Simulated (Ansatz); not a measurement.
**Lattice dynamics of Mg2SO (built on the sites of a database entry of MgO)**

The cell of Mg2SO (built on the sites of a database entry of MgO) is at rest. What are its phonons?

Method: DFT PBE, scalar-relativistic, plane waves, norm-conserving pseudopotentials, in Ansatz 0.2.0.

The structure was built from a prototype and need not be the compound's stable phase.

## (1) The starting structure

The structure is trigonal, space group P3m1 (No. 156). Conventional cell: a = 3.655 Å, b = 3.655 Å, c = 5.976 Å, α = 90.00°, β = 90.00°, γ = 120.00°. Mg has 3 O at 2.17 Å and 1 S at 2.46 Å nearest. Nearest to Mg lie 1 O at 1.97 Å and 3 S at 2.35 Å. S has 4 Mg at 2.35 to 2.46 Å nearest. Nearest to O lie 4 Mg at 1.97 to 2.17 Å. Farther neighbours and most contacts between anions are not listed.

Coordinates:

```cif
data_structure
_symmetry_space_group_name_H-M 'P 1'
_symmetry_Int_Tables_number 1
_cell_length_a 3.6546
_cell_length_b 3.6546
_cell_length_c 5.9761
_cell_angle_alpha 90.000
_cell_angle_beta 90.000
_cell_angle_gamma 120.000
_cell_volume 69.13
loop_
_atom_site_label
_atom_site_type_symbol
_atom_site_fract_x
_atom_site_fract_y
_atom_site_fract_z
_atom_site_occupancy
Mg1 Mg 0.33333 0.66667 0.97383 1
Mg2 Mg 0.66667 0.33333 0.55951 1
S3 S 0.33333 0.66667 0.38608 1
O4 O 0.66667 0.33333 0.88978 1
```

## (2) Zone-centre response

The cell comes from relaxations at this level that are not shown. The zone centre is the only wavevector solved here; it holds the modes that light can see, as far as symmetry allows. The response to a homogeneous field gives the Born charges and the dielectric tensor, and its change with displacement the Raman tensors.

input.yaml reads:

```yaml
crystal:
  lattice:
    - [3.6546434299, 0.0, 0.0]
    - [-1.827321715, 3.1650140521, 0.0]
    - [0.0, 0.0, 5.9760861846]
  atoms:
    - { symbol: Mg, position: [0.3333333333, 0.6666666667, -0.0261738576] }
    - { symbol: Mg, position: [0.6666666667, 0.3333333333, 0.5595140099] }
    - { symbol: S, position: [0.3333333333, 0.6666666667, 0.386082228] }
    - { symbol: O, position: [0.6666666667, 0.3333333333, 0.8897776196] }
kpoints:
  mp_grid: { grid: [9, 9, 4] }
hamiltonian:
  xc: pbe
  pseudopotentials: { kind: nc }
scf:
  occupations: { method: fixed }
output:
  eigenvalues: true
phonons:
  method: dfpt
  dielectric: true
  rigid_motions: translations
  raman: true
```

Run with:

```bash
$ ansatz run input.yaml --threads 4 --pin off --max-ram 7168MiB --backend cpu --events-out ev --progress --plain --runs-dir out
```

Then come: another isotope, element Mg, natural mass 24.305 amu; another isotope, element O, natural mass 15.999 amu; another isotope, element S, natural mass 32.06 amu. Settings of the main run: cutoff 1240 eV, 9×9×4 k-mesh, fixed occupations.

What does the calculation give for the highest optical mode at the zone centre, top of the zone-centre spectrum with the field and lowest optical zone-centre mode?

With one main axis (trigonal system), two principal values must be equal and the third, along that axis, is free. The structure is stable against zone-centre distortions, since no mode there is imaginary; other wavevectors were not solved, so zone-boundary instabilities are untested. Without the field, the optical modes at Γ span 125 to 515 cm⁻¹.

| Property | Result |
| --- | --- |
| volume per atom | 17.3 Å³ |
| gap on the k-mesh | 1.54 eV |
| highest optical mode at the zone centre (no LO-TO term) | 515 cm⁻¹ |
| top of the zone-centre spectrum with the field | 603 cm⁻¹ |
| lowest optical zone-centre mode | 125 cm⁻¹ |
| mean high-frequency dielectric constant | 3.84 |
| mean static dielectric constant | 8.13 |
| largest Born charge (third of the trace) | 2.09 e |
| imaginary modes at Γ (the only wavevector solved) | none |

No dispersion was computed. With the macroscopic field of the longitudinal modes the top of the zone-centre spectrum lies at 603 cm⁻¹, against 515 cm⁻¹ without it. Lattice motion raises the mean dielectric constant from 3.838 to 8.132. The strongest infrared line is at 282 cm⁻¹. Averaged over orientations, the strongest Raman line at 532 nm and 300 K is at 383 cm⁻¹, among the modes without the field; their longitudinal partners can be Raman active too. The tensors are the static, non-resonant ones, while 532 nm light (2.33 eV) lies above the computed gap. With the field response the log warns that the k mesh is coarse for the force constants too, so the frequencies may not be converged. The starting cell was built on a prototype and not taken from a measurement, so the phase need not exist. These are harmonic frequencies at zero temperature: anharmonic shifts, linewidths and thermal expansion are left out.

[Logs are printed without paths, hosts, clocks, repeated set-up lines and the standing remarks that a program may print on its own settings, such as how far it seeks lower states.]

[Hosts, paths, dates, database ids (printed as entryN), source tags and the programs' standing remarks are cut or masked in the printed files.]
